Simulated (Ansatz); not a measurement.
**La on Cu(110): change of the work function**

Aim: the work function of Cu(110) at several coverages of La (hollow site), and the dipole that each adsorbate carries.

Main program and level: Ansatz 0.2.0; plane-wave DFT, PBE, Ansatz PAW.

## 1. The starting structure

The cell holds 4 atoms: 4 Cu. Cell: a = 3.610 Å, b = 2.553 Å, c = 21.829 Å, α = 90.0°, β = 90.0°, γ = 90.0°. Vacuum lies along c.

## 2. The clean slab

The bare slab comes first, as the zero from which every change is counted. The two lowest layers are held at bulk places and the upper ones relax. The dipole correction removes the false field that a one-sided slab makes across the periodic vacuum, so each face gets a flat vacuum level of its own.

File input.yaml:

```yaml
crystal:
  lattice:
    - [3.61, 0.0, 0.0]
    - [0.0, 2.5526554801, 0.0]
    - [0.0, 0.0, 21.8289832201]
  atoms:
    - { symbol: Cu, position: [0.5, 0.5, 0.412295887] }
    - { symbol: Cu, position: [0.0, 0.0, 0.4707652957] }
    - { symbol: Cu, position: [0.5, 0.5, 0.5292347043] }
    - { symbol: Cu, position: [0.0, 0.0, 0.587704113] }
kpoints:
  mp_grid: { grid: [12, 12, 1] }
hamiltonian:
  xc: pbe
scf:
  occupations: { method: fermi_dirac, width: 0.1 }
  convergence: { dr2_threshold: 1.0e-08 }
efield:
  axis: 3
  dipole_correction: true
  ramp_position: 0.97
  ramp_width: 0.06
relax:
  f_tol: 0.02
  max_steps: 60
  constraints: [{ sites: [0, 1] }]
output:
  write_potential: true
  write_density: true
  volumetric_format: npy
```

Started as:

```console
$ ansatz run input.yaml --threads 4 --pin off --max-ram 16384MiB --backend cpu --events-out ev --progress --plain --runs-dir out
```

Numbers of over 12 decimals in the logs are rounded to 6 here.

What it wrote:

```text
Engine: ansatz 0.2.0, x86_64-unknown-linux-gnu
Pseudopotentials: kind: paw
Pseudopotential: Cu, paw, valence charge 19, recommended cutoff 420 eV (normal), Cu.paw.azcp
Functional definition: PBE
  parameter kappa = 0.804
  parameter beta = 0.066725
  exchange = pbe_x(kappa = kappa, mu = beta*pi^2/3)
  correlation = pbe_c(beta = beta)
Crystal: 4 atoms, lattice volume = 201.156 Å³
Basis set: ecut = 420 eV, 3941 PW (Γ), exchange–correlation on 50×36×300 points (8 copies of the dense FFT grid, shifted against one another)
Bands: 46, of which v1, the nominal top of the filled ones, is band 38 counted from 1 (37 counted from 0)
Symmetry: 4 space group operations
k-points: 49 of 144
Non-local potential: Cu, projectors of the file, l = 0: 3, l = 1: 2, l = 2: 3, l = 3: 1
PAW form: soft (Blöchl's): semilocal exchange-correlation on the pseudo side does not see the compensation charge
PAW one-centre angular grid: Cu, 590 points (default); XC on 64 Gauss nodes
Initial density: superposition of atomic densities (neutral atoms: chi_scale 0, normalization atom), corrected by the library's trained network
Initial wavefunctions: pseudopotential atomic-orbital guess
Functional: x = pbe(κ = 0.804, μ = 0.219515), c = pbe(β = 0.066725)
SCF iter   1: F=—  HF=-26498.839620 eV  |F-HF|=—  |Δ(HF+E_count)|=         —  Δρ=1.83e-3  dr2=3.89e-2  ethr=1.77e-3  p=0.000 e·Å  D=1.65e-13 V/Å  ΔV_dip=-0.00 eV  dr2_dipole=1.81e-9  V_vac-E_F(+/−)=4.30/4.30 eV  ⟨swp⟩=8.6  Hψ=10023  notcnv=0  defer=21
efield: sawtooth ramp at fractional position 0.9700 (set: `efield.ramp_position`, or a place that a band, a saddle search or an elastic batch's reference lends), width 0.0600; the density the first Hamiltonian is built on has a dipole p = 0.000 e·Å; the dipole correction subtracts the counter field D = 1.65e-13 V/Å, which shifts the + side's vacuum level by -0.00 eV against the − side's; the planar-averaged density in the ramp window peaks in size at 2.8e-6 e/Å³
preconditioner: auto → LDOS  [metal: Δε(μ)=0.026 eV  Ē_g=7.341 eV  σ=0.100 eV  W_gap=0.07  n_scr=38 (ndim 8)  ℏωp=17.4 eV  f_vac=0.693  D(μ)=1.55/eV (n_scr^D=8)  β→1.0]
SCF iter   2: F=—  HF=-26498.849877 eV  |F-HF|=—  |Δ(HF+E_count)|=   1.03e-2  Δρ=4.30e-3  dr2=2.76e-2  ethr=5.11e-5  p=0.000 e·Å  D=3.39e-5 V/Å  ΔV_dip=-0.00 eV  dr2_dipole=5.64e-8  V_vac-E_F(+/−)=4.39/4.39 eV  ⟨swp⟩=2.1  Hψ=4075  notcnv=0  defer=70
SCF iter   3: F=—  HF=-26498.844261 eV  |F-HF|=—  |Δ(HF+E_count)|=   5.62e-3  Δρ=8.28e-4  dr2=2.23e-3  ethr=3.63e-5  p=0.000 e·Å  D=1.32e-5 V/Å  ΔV_dip=-0.00 eV  dr2_dipole=4.19e-9  V_vac-E_F(+/−)=4.39/4.39 eV  ⟨swp⟩=2.1  Hψ=2910  notcnv=0  defer=70
SCF iter   4: F=—  HF=-26498.844472 eV  |F-HF|=—  |Δ(HF+E_count)|=   2.11e-4  Δρ=7.03e-4  dr2=8.80e-4  ethr=2.94e-6  p=0.000 e·Å  D=1.59e-5 V/Å  ΔV_dip=-0.00 eV  dr2_dipole=8.08e-10  V_vac-E_F(+/−)=4.38/4.38 eV  ⟨swp⟩=2.0  Hψ=3327  notcnv=0  defer=70
SCF iter   5: F=—  HF=-26498.844453 eV  |F-HF|=—  |Δ(HF+E_count)|=   1.97e-5  Δρ=3.29e-4  dr2=1.36e-4  ethr=1.16e-6  p=0.000 e·Å  D=8.76e-6 V/Å  ΔV_dip=-0.00 eV  dr2_dipole=4.03e-9  V_vac-E_F(+/−)=4.40/4.40 eV  ⟨swp⟩=2.0  Hψ=3374  notcnv=0  defer=70
SCF iter   6: F=—  HF=-26498.844450 eV  |F-HF|=—  |Δ(HF+E_count)|=   2.59e-6  Δρ=1.60e-4  dr2=3.83e-5  ethr=1.79e-7  p=0.000 e·Å  D=8.05e-6 V/Å  ΔV_dip=-0.00 eV  dr2_dipole=3.93e-10  V_vac-E_F(+/−)=4.40/4.40 eV  ⟨swp⟩=2.0  Hψ=3189  notcnv=0  defer=70
SCF iter   7: F=—  HF=-26498.844453 eV  |F-HF|=—  |Δ(HF+E_count)|=   2.41e-6  Δρ=3.90e-5  dr2=3.52e-6  ethr=5.04e-8  p=0.000 e·Å  D=5.04e-6 V/Å  ΔV_dip=-0.00 eV  dr2_dipole=7.98e-10  V_vac-E_F(+/−)=4.40/4.40 eV  ⟨swp⟩=2.0  Hψ=3148  notcnv=0  defer=70
SCF iter   8: F=—  HF=-26498.844410 eV  |F-HF|=—  |Δ(HF+E_count)|=   4.30e-5  Δρ=2.98e-5  dr2=1.11e-6  ethr=4.63e-9  p=0.000 e·Å  D=4.46e-6 V/Å  ΔV_dip=-0.00 eV  dr2_dipole=1.50e-9  V_vac-E_F(+/−)=4.41/4.41 eV  ⟨swp⟩=2.1  Hψ=3319  notcnv=0  defer=70
SCF iter   9: F=—  HF=-26498.844409 eV  |F-HF|=—  |Δ(HF+E_count)|=   5.05e-7  Δρ=6.35e-6  dr2=4.67e-8  ethr=1.46e-9  p=0.000 e·Å  D=3.99e-8 V/Å  ΔV_dip=-0.00 eV  dr2_dipole=3.89e-10  V_vac-E_F(+/−)=4.41/4.41 eV  ⟨swp⟩=2.0  Hψ=3183  notcnv=0  defer=70
SCF iter  10: F=—  HF=-26498.844410 eV  |F-HF|=—  |Δ(HF+E_count)|=   6.08e-7  Δρ=7.30e-6  dr2=7.25e-8  ethr=1.32e-11  p=0.000 e·Å  D=1.52e-6 V/Å  ΔV_dip=-0.00 eV  dr2_dipole=1.44e-10  V_vac-E_F(+/−)=4.41/4.41 eV  ⟨swp⟩=9.8  Hψ=15598  notcnv=0
SCF iter  11: F=—  HF=-26498.844410 eV  |F-HF|=—  |Δ(HF+E_count)|=   3.24e-8  Δρ=4.37e-6  dr2=2.56e-8  ethr=6.14e-11  p=-0.000 e·Å  D=-3.89e-7 V/Å  ΔV_dip=0.00 eV  dr2_dipole=9.36e-11  V_vac-E_F(+/−)=4.41/4.41 eV  ⟨swp⟩=2.0  Hψ=3412  notcnv=0  defer=61
SCF iter  12: F=-26498.844410 eV  HF=-26498.844410 eV  |F-HF|=4.42e-9  |Δ(HF+E_count)|=   3.61e-8  Δρ=7.68e-7  dr2=8.87e-10  ethr=1.32e-11  p=0.000 e·Å  D=9.65e-8 V/Å  ΔV_dip=-0.00 eV  dr2_dipole=1.46e-12  V_vac-E_F(+/−)=4.41/4.41 eV  ⟨swp⟩=8.8  Hψ=13775  notcnv=0
SCF 1 converged in 12 iterations: F = -26498.844410 eV  dr2 = 8.87e-10
  greatest PAW one-centre occupation: 1.000 electrons in one spin orbital (limit 2), on the Cu atom at site 0 (counted from 0), in its partial waves of l = 0
relax step   1: F+E_penalty+E_count = -26498.84440968 eV  Δ(F+E_penalty+E_count) = +0.000e0 eV  max|allowed force component| = 4.337e-1 eV/Å  Δτ_max = 0.0000 Å  (12 SCF iters, accepted)
Initial density: handed on by an earlier stage of this run
Initial wavefunctions: those handed on with the density
iter 1 solved again at ethr=2.74e-6 eV; its pass at ethr=3.10e-3 eV (dr2=2.08e-3 eV) is discarded
SCF iter   1: F=—  HF=-26498.856497 eV  |F-HF|=—  |Δ(HF+E_count)|=         —  Δρ=1.47e-3  dr2=2.03e-3  ethr=2.74e-6  p=0.000 e·Å  D=2.87e-7 V/Å  ΔV_dip=-0.00 eV  dr2_dipole=7.89e-6  V_vac-E_F(+/−)=4.41/4.41 eV  ⟨swp⟩=2.4  Hψ=7328  notcnv=0  defer=69
efield: sawtooth ramp at fractional position 0.9700 (set: `efield.ramp_position`, or a place that a band, a saddle search or an elastic batch's reference lends), width 0.0600; the density the first Hamiltonian is built on has a dipole p = 0.000 e·Å; the dipole correction subtracts the counter field D = 2.87e-7 V/Å, which shifts the + side's vacuum level by -0.00 eV against the − side's; the planar-averaged density in the ramp window peaks in size at 3.4e-6 e/Å³
preconditioner: auto → LDOS  [metal: Δε(μ)=0.060 eV  Ē_g=7.457 eV  σ=0.100 eV  W_gap=0.15  n_scr=38 (ndim 8)  ℏωp=17.4 eV  f_vac=0.692  D(μ)=1.63/eV (n_scr^D=8)  β→1.0]
[...]
SCF iter   6: F=—  HF=-26498.855709 eV  |F-HF|=—  |Δ(HF+E_count)|=   6.73e-7  Δρ=1.18e-5  dr2=4.45e-7  ethr=1.14e-8  p=-0.000 e·Å  D=-4.32e-5 V/Å  ΔV_dip=0.00 eV  dr2_dipole=9.53e-8  V_vac-E_F(+/−)=4.42/4.41 eV  ⟨swp⟩=2.0  Hψ=3175  notcnv=0  defer=69
SCF iter   7: F=—  HF=-26498.855710 eV  |F-HF|=—  |Δ(HF+E_count)|=   8.11e-7  Δρ=1.42e-5  dr2=2.37e-7  ethr=5.86e-10  p=-0.000 e·Å  D=-2.57e-5 V/Å  ΔV_dip=0.00 eV  dr2_dipole=4.48e-10  V_vac-E_F(+/−)=4.41/4.41 eV  ⟨swp⟩=3.6  Hψ=4528  notcnv=0  defer=69
SCF iter   8: F=—  HF=-26498.855710 eV  |F-HF|=—  |Δ(HF+E_count)|=   6.52e-8  Δρ=3.90e-6  dr2=2.56e-8  ethr=3.11e-10  p=-0.000 e·Å  D=-1.95e-5 V/Å  ΔV_dip=0.00 eV  dr2_dipole=2.49e-11  V_vac-E_F(+/−)=4.41/4.41 eV  ⟨swp⟩=2.0  Hψ=3159  notcnv=0  defer=69
SCF iter   9: F=-26498.855710 eV  HF=-26498.855710 eV  |F-HF|=7.05e-9  |Δ(HF+E_count)|=   5.24e-8  Δρ=1.91e-6  dr2=7.75e-9  ethr=1.32e-11  p=-0.000 e·Å  D=-1.52e-5 V/Å  ΔV_dip=0.00 eV  dr2_dipole=1.50e-10  V_vac-E_F(+/−)=4.41/4.41 eV  ⟨swp⟩=9.0  Hψ=14761  notcnv=0
SCF 2 converged in 9 iterations: F = -26498.855710 eV  dr2 = 7.75e-9
relax step   2: F+E_penalty+E_count = -26498.85571010 eV  Δ(F+E_penalty+E_count) = -1.130e-2 eV  max|allowed force component| = 3.031e-1 eV/Å  Δτ_max = 0.0205 Å  (9 SCF iters, accepted)
SCF iter   1: F=—  HF=-26498.870321 eV  |F-HF|=—  |Δ(HF+E_count)|=         —  Δρ=3.28e-3  dr2=1.04e-2  ethr=1.38e-4  p=-0.000 e·Å  D=-1.53e-5 V/Å  ΔV_dip=0.00 eV  dr2_dipole=6.45e-5  V_vac-E_F(+/−)=4.42/4.42 eV  ⟨swp⟩=4.6  Hψ=5913  notcnv=0  defer=69
efield: sawtooth ramp at fractional position 0.9700 (set: `efield.ramp_position`, or a place that a band, a saddle search or an elastic batch's reference lends), width 0.0600; the density the first Hamiltonian is built on has a dipole p = -0.000 e·Å; the dipole correction subtracts the counter field D = -1.53e-5 V/Å, which shifts the + side's vacuum level by +0.00 eV against the − side's; the planar-averaged density in the ramp window peaks in size at 5.0e-6 e/Å³
preconditioner: auto → LDOS  [metal: Δε(μ)=0.062 eV  Ē_g=7.466 eV  σ=0.100 eV  W_gap=0.15  n_scr=38 (ndim 8)  ℏωp=17.4 eV  f_vac=0.693  D(μ)=1.60/eV (n_scr^D=8)  β→1.0]
SCF iter   2: F=—  HF=-26498.867864 eV  |F-HF|=—  |Δ(HF+E_count)|=   2.46e-3  Δρ=2.53e-3  dr2=9.92e-3  ethr=1.36e-5  p=-0.001 e·Å  D=-6.25e-4 V/Å  ΔV_dip=0.01 eV  dr2_dipole=2.97e-4  V_vac-E_F(+/−)=4.46/4.44 eV  ⟨swp⟩=2.0  Hψ=4766  notcnv=0  defer=67
SCF iter   3: F=—  HF=-26498.868115 eV  |F-HF|=—  |Δ(HF+E_count)|=   2.51e-4  Δρ=2.95e-3  dr2=1.06e-2  ethr=1.31e-5  p=0.001 e·Å  D=4.83e-4 V/Å  ΔV_dip=-0.01 eV  dr2_dipole=3.95e-5  V_vac-E_F(+/−)=4.42/4.43 eV  ⟨swp⟩=2.0  Hψ=4201  notcnv=0  defer=67
SCF iter   4: F=—  HF=-26498.866906 eV  |F-HF|=—  |Δ(HF+E_count)|=   1.21e-3  Δρ=1.88e-3  dr2=4.37e-3  ethr=1.31e-5  p=0.000 e·Å  D=2.41e-4 V/Å  ΔV_dip=-0.01 eV  dr2_dipole=1.68e-5  V_vac-E_F(+/−)=4.42/4.43 eV  ⟨swp⟩=1.0  Hψ=2189  notcnv=0  defer=67
SCF iter   5: F=—  HF=-26498.866148 eV  |F-HF|=—  |Δ(HF+E_count)|=   7.58e-4  Δρ=4.79e-4  dr2=2.67e-4  ethr=5.75e-6  p=-0.000 e·Å  D=-1.94e-4 V/Å  ΔV_dip=0.00 eV  dr2_dipole=4.24e-7  V_vac-E_F(+/−)=4.43/4.43 eV  ⟨swp⟩=2.0  Hψ=3232  notcnv=0  defer=67
SCF iter   6: F=—  HF=-26498.866083 eV  |F-HF|=—  |Δ(HF+E_count)|=   6.47e-5  Δρ=6.53e-5  dr2=7.23e-6  ethr=3.51e-7  p=-0.000 e·Å  D=-2.68e-4 V/Å  ΔV_dip=0.01 eV  dr2_dipole=2.92e-7  V_vac-E_F(+/−)=4.43/4.43 eV  ⟨swp⟩=2.0  Hψ=3246  notcnv=0  defer=67
SCF iter   7: F=—  HF=-26498.866019 eV  |F-HF|=—  |Δ(HF+E_count)|=   6.40e-5  Δρ=3.49e-5  dr2=2.80e-6  ethr=9.52e-9  p=-0.000 e·Å  D=-3.00e-4 V/Å  ΔV_dip=0.01 eV  dr2_dipole=3.05e-7  V_vac-E_F(+/−)=4.43/4.43 eV  ⟨swp⟩=2.0  Hψ=3994  notcnv=0  defer=67
SCF iter   8: F=—  HF=-26498.866020 eV  |F-HF|=—  |Δ(HF+E_count)|=   3.36e-7  Δρ=3.28e-5  dr2=1.56e-6  ethr=3.69e-9  p=-0.000 e·Å  D=-3.00e-4 V/Å  ΔV_dip=0.01 eV  dr2_dipole=7.27e-8  V_vac-E_F(+/−)=4.43/4.43 eV  ⟨swp⟩=2.0  Hψ=3106  notcnv=0  defer=67
SCF iter   9: F=—  HF=-26498.866020 eV  |F-HF|=—  |Δ(HF+E_count)|=   3.68e-8  Δρ=5.54e-6  dr2=1.37e-7  ethr=2.06e-9  p=-0.000 e·Å  D=-3.03e-4 V/Å  ΔV_dip=0.01 eV  dr2_dipole=2.28e-8  V_vac-E_F(+/−)=4.43/4.43 eV  ⟨swp⟩=2.0  Hψ=3039  notcnv=0  defer=67
SCF iter  10: F=-26498.866020 eV  HF=-26498.866020 eV  |F-HF|=6.28e-8  |Δ(HF+E_count)|=   1.36e-7  Δρ=1.68e-6  dr2=5.92e-9  ethr=1.32e-11  p=-0.000 e·Å  D=-3.04e-4 V/Å  ΔV_dip=0.01 eV  dr2_dipole=2.61e-10  V_vac-E_F(+/−)=4.43/4.43 eV  ⟨swp⟩=7.9  Hψ=15787  notcnv=0
SCF 3 converged in 10 iterations: F = -26498.866020 eV  dr2 = 5.92e-9
relax step   3: F+E_penalty+E_count = -26498.86601991 eV  Δ(F+E_penalty+E_count) = -1.031e-2 eV  max|allowed force component| = 6.178e-3 eV/Å  Δτ_max = 0.0556 Å  (10 SCF iters, accepted)
NSCF: frozen V_eff on 49 k-points
the search or the solves at the SCF's close seem to have found levels that the self-consistency loop had missed (the run counts 1). By its estimate they hold under 1e-12 electrons; where the run keeps them, the occupations were computed again with them
WARN: The input density's exchange-correlation potential varies sharply where the density is thin. Do not read a vacuum level from v_tot or v_xc, or from such a field of the output density. On a cell that repeats whose density bears no net charge and no dipole along the vacuum's axis use v_es (v_loc + v_h of the components); under efield.dipole_correction with no amplitude use v_es + v_field, which holds any external [...]
SCF converged after 10 iterations
Free energy (F): -26498.866020 eV
Harris-Foulkes:  -26498.866020 eV  (|F-HF|=6.28e-8)
Internal energy: -26498.813342 eV  (E = F + TS)
E sigma→0 (E₀):  -26498.839681 eV
Entropy (-TS):   -0.052678 eV (-13.170 meV/atom)
Fermi energy:    0.599702 eV
Dipole field:    D = -0.000325 V/Å  (p = -0.000362 e·Å, saw-weighted, corrected)
Work function:   Φ+ = 4.4340 eV   Φ− = 4.4269 eV
Levels:          The Fermi level and band energies are counted from a zero that moves with the ramp; work functions are not
--- Per-component energies (eV) ---
  E_band       = -2645.086871
  E_kinetic    = 1197.356169
  E_local      = -139158.539017  (includes V_loc(G=0)·N_el)
  E_nonlocal   = 1570.109889
  E_hartree    = 68014.072976
  E_xc         = -353.452587
  E_vxc        = -455.672865  (∫ρ·V_xc dr)
  E_paw        = -6661.783575  (= ΣΔE_a)
  E_vpaw       = -1826.478685  (= ΣTr[D̂ρ^β])
  E_aug_tail   = 0.001113  (compensation charges beyond the density's cutoff)
  E_efield     = 0.000000  (sawtooth field / dipole correction)
  E_vefield    = 0.000260  (∫n·V_field dr)
  E_ewald      = 48893.421690
  E_smearing   = -0.052678  (= −TS)
  E_closure    = 0.000000  (closes the sum)
  Σ components = -26498.866020   (vs F -26498.866020, Δ=0.00e0)
--- Forces (eV/Å), atoms counted from 1 ---
  atom   1  Cu     0.00000000     0.00000000     0.39489464
  atom   2  Cu     0.00000000     0.00000000    -0.39547075
  atom   3  Cu     0.00000000     0.00000000     0.00617842
  atom   4  Cu     0.00000000     0.00000000    -0.00556446
  max |Σ_I F_I| component: 3.79e-5 eV/Å
--- Band table (eV; the first three rows and the last of 49) ---
  k-point 0: bands = [... 34 lower, -1.1118, -0.9747, -0.9585, -0.7847, -0.0266, 2.7061, 3.7012, 4.5938, ... 4 higher]
  k-point 1: bands = [... 34 lower, -1.0342, -1.0075, -0.8924, -0.8681, 0.1231, 2.8767, 4.0118, 4.7516, ... 4 higher]
  k-point 2: bands = [... 34 lower, -1.0976, -1.0026, -0.9500, -0.8175, 0.5503, 3.3665, 4.8493, 5.2218, ... 4 higher]
  k-point 48: bands = [... 34 lower, -0.8274, -0.7855, 1.2466, 1.2826, 4.3491, 4.4451, 4.8089, 4.8495, ... 4 higher]
--- Relaxed structure (3 steps of the walk, 3 accepted, 0 SCFs on fresh bases) ---
  F+E_penalty+E_count = -26498.86601991 eV   max|allowed force component| = 6.178e-3 eV/Å
  atoms:
    - { symbol: Cu, position: [0.5, 0.5, 0.412296] }
    - { symbol: Cu, position: [0.0, 0.0, 0.4707652957] }
    - { symbol: Cu, position: [0.5, 0.5, 0.532718] }
    - { symbol: Cu, position: [0.0, 0.0, 0.586149] }
```

Run time: 45 s. Hardware: 4 threads of Intel Xeon Platinum 8259CL at 2.50GHz (Skylake/Cascade Lake), shared host; peak memory 0.75 GiB.

The steps of the relaxation:

```csv
step,energy less that of the first step (eV),largest force component (eV/Å)
1,0.0000,0.4337
2,-0.0113,0.3031
3,-0.0216,0.0062
```

The run keeps the 4 symmetry operations that it works with, so distortions that break them were not tested.

The atoms that moved most (Å):

```csv
atom,dx,dy,dz,length
Cu3,0.000,0.000,0.076,0.076
Cu4,0.000,0.000,-0.034,0.034
```

This step gave:

```
energy at zero smearing   : -26498.8397 eV
work function, upper face : 4.434 eV
dipole along the normal   : -3.62e-4 e·Å
```

Running mean over 1.276 Å of the planar mean; the ramp of the sawtooth is left out. Table of electron's electrostatic potential energy less the Fermi level by z:

```csv
z (Å),electron's electrostatic potential energy less the Fermi level (eV)
2.91,4.43
3.35,4.43
3.78,4.43
4.22,4.43
4.66,4.43
5.09,4.42
5.53,4.42
5.97,4.41
6.40,4.37
6.84,4.26
7.28,3.93
7.71,2.84
8.15,-0.361
8.59,-4.66
9.02,-7.63
9.46,-8.48
9.90,-8.65
10.33,-8.48
10.77,-8.18
11.06,-8.21
11.50,-8.77
11.93,-9.61
12.37,-9.54
12.81,-8.07
13.24,-4.48
13.68,-0.0706
14.12,2.99
14.55,3.97
14.99,4.27
15.43,4.38
15.86,4.41
16.30,4.43
16.74,4.43
17.17,4.43
17.61,4.43
18.05,4.43
18.48,4.43
18.92,4.43
```

The relaxation took 3 steps and lowered the energy by 0.022 eV; the largest force on the free atoms ends at 0.0062 eV/Å.

The work function of the upper face is 4.43 eV.

(Part 1 of 3 ends here.)

[Logs are printed without paths, hosts, clocks, repeated set-up lines and the standing remarks that a program may print on its own settings, such as how far it seeks lower states.]

[Hosts, paths, dates, database ids (printed as entryN), source tags and the programs' standing remarks are cut or masked in the printed files.]

[Maps of the electrostatic potential energy from Ansatz leave out the sawtooth potential of an applied field or a dipole correction, so their vacuum need not be flat; planar profiles and work functions include it.]
